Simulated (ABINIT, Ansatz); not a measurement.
Records of electronic-structure calculations.

```
! title: A GW chain in ABINIT: TePb (Fm-3m)
! method: RPA screening on LDA, plane waves, norm-conserving pseudopotentials (and 2 further levels or steps)
! program: ABINIT 10.8.3
! settings: cutoff 34 Ha, PseudoDojo scalar-relativistic 0.4.1 standard, norm-conserving, ngkpt (4, 4, 4), nband 124, ecuteps 6.5 Ha, inclvkb 2, shiftk (0, 0, 0), symchi 1, awtr 1, frequency ppm, 4×4×4 k-mesh
! cost: 5 runs, 4.4 min in all on 4 MPI ranks of Arm Neoverse V1, shared host
! notes: The cell and positions come from the Crystallography Open Database and are kept as given unless a step says otherwise. Limits: mesh may overstate the screening; no spin-orbit coupling. The 4×4×4 mesh is coarse for this cell, which bears on the long-range parts of exchange and screening. The norm-conserving file of at least one element keeps a d shell over frozen s and p shells of the same row. Exchange with those shells is missing from the self-energy, an error of 0.3 to 0.9 eV in cases checked, whose sign depends on which edge lies on those atoms. The RPA ε∞ on this mesh reaches over 25; with a narrow direct gap a coarse mesh can overstate it, and the correction is then too small.
! LDA gap: 0.66 eV, direct
! G0W0 gap on the mesh: 1.08 eV
! GW settings: 4×4×4 mesh, 124 bands, screening to 176.9 eV, Godby-Needs plasmon pole
! known limits: short of the basis limit; exchange with frozen shells missing; mesh may overstate the screening; no spin-orbit coupling; coarse k mesh
CELL_PARAMETERS angstrom
0.00000 3.23100 3.23100
3.23100 0.00000 3.23100
3.23100 3.23100 0.00000
ATOMIC_POSITIONS crystal
Te 0.50000 0.50000 0.50000
Pb 0.00000 0.00000 0.00000
```

[Long decimals in the printed logs are rounded to 6 places.]

[Logs are printed without paths, hosts, clocks, repeated set-up lines and the standing remarks that a program may print on its own settings, such as how far it seeks lower states.]

[Paths, hosts, dates, memory and timing lines, banners, echoed tables and standing remarks are left out of the program output; an Ansatz launch command may be rebuilt from the run's recorded settings. Measured values are a selection of at most five: reports struck by readers or far from the other reports are left out. None is set beside runs whose start may be inverted or whose files or cutoffs have a known fault.]

[Runs of the session that timed out or met a known fault of the program may be left out.]

[Hosts, paths, dates, database ids (printed as entryN), source tags and the programs' standing remarks are cut or masked in the printed files.]

[G0W0 gaps are taken among the corrected bands and points alone; a level outside them can change the order at an edge.]

[Where Ansatz stands beside ABINIT at settings called matched, ABINIT's density can come from a denser mesh and the files from another edition; pairs whose starting gaps differed by over 0.03 eV were left out, so agreement reads better than it is.]
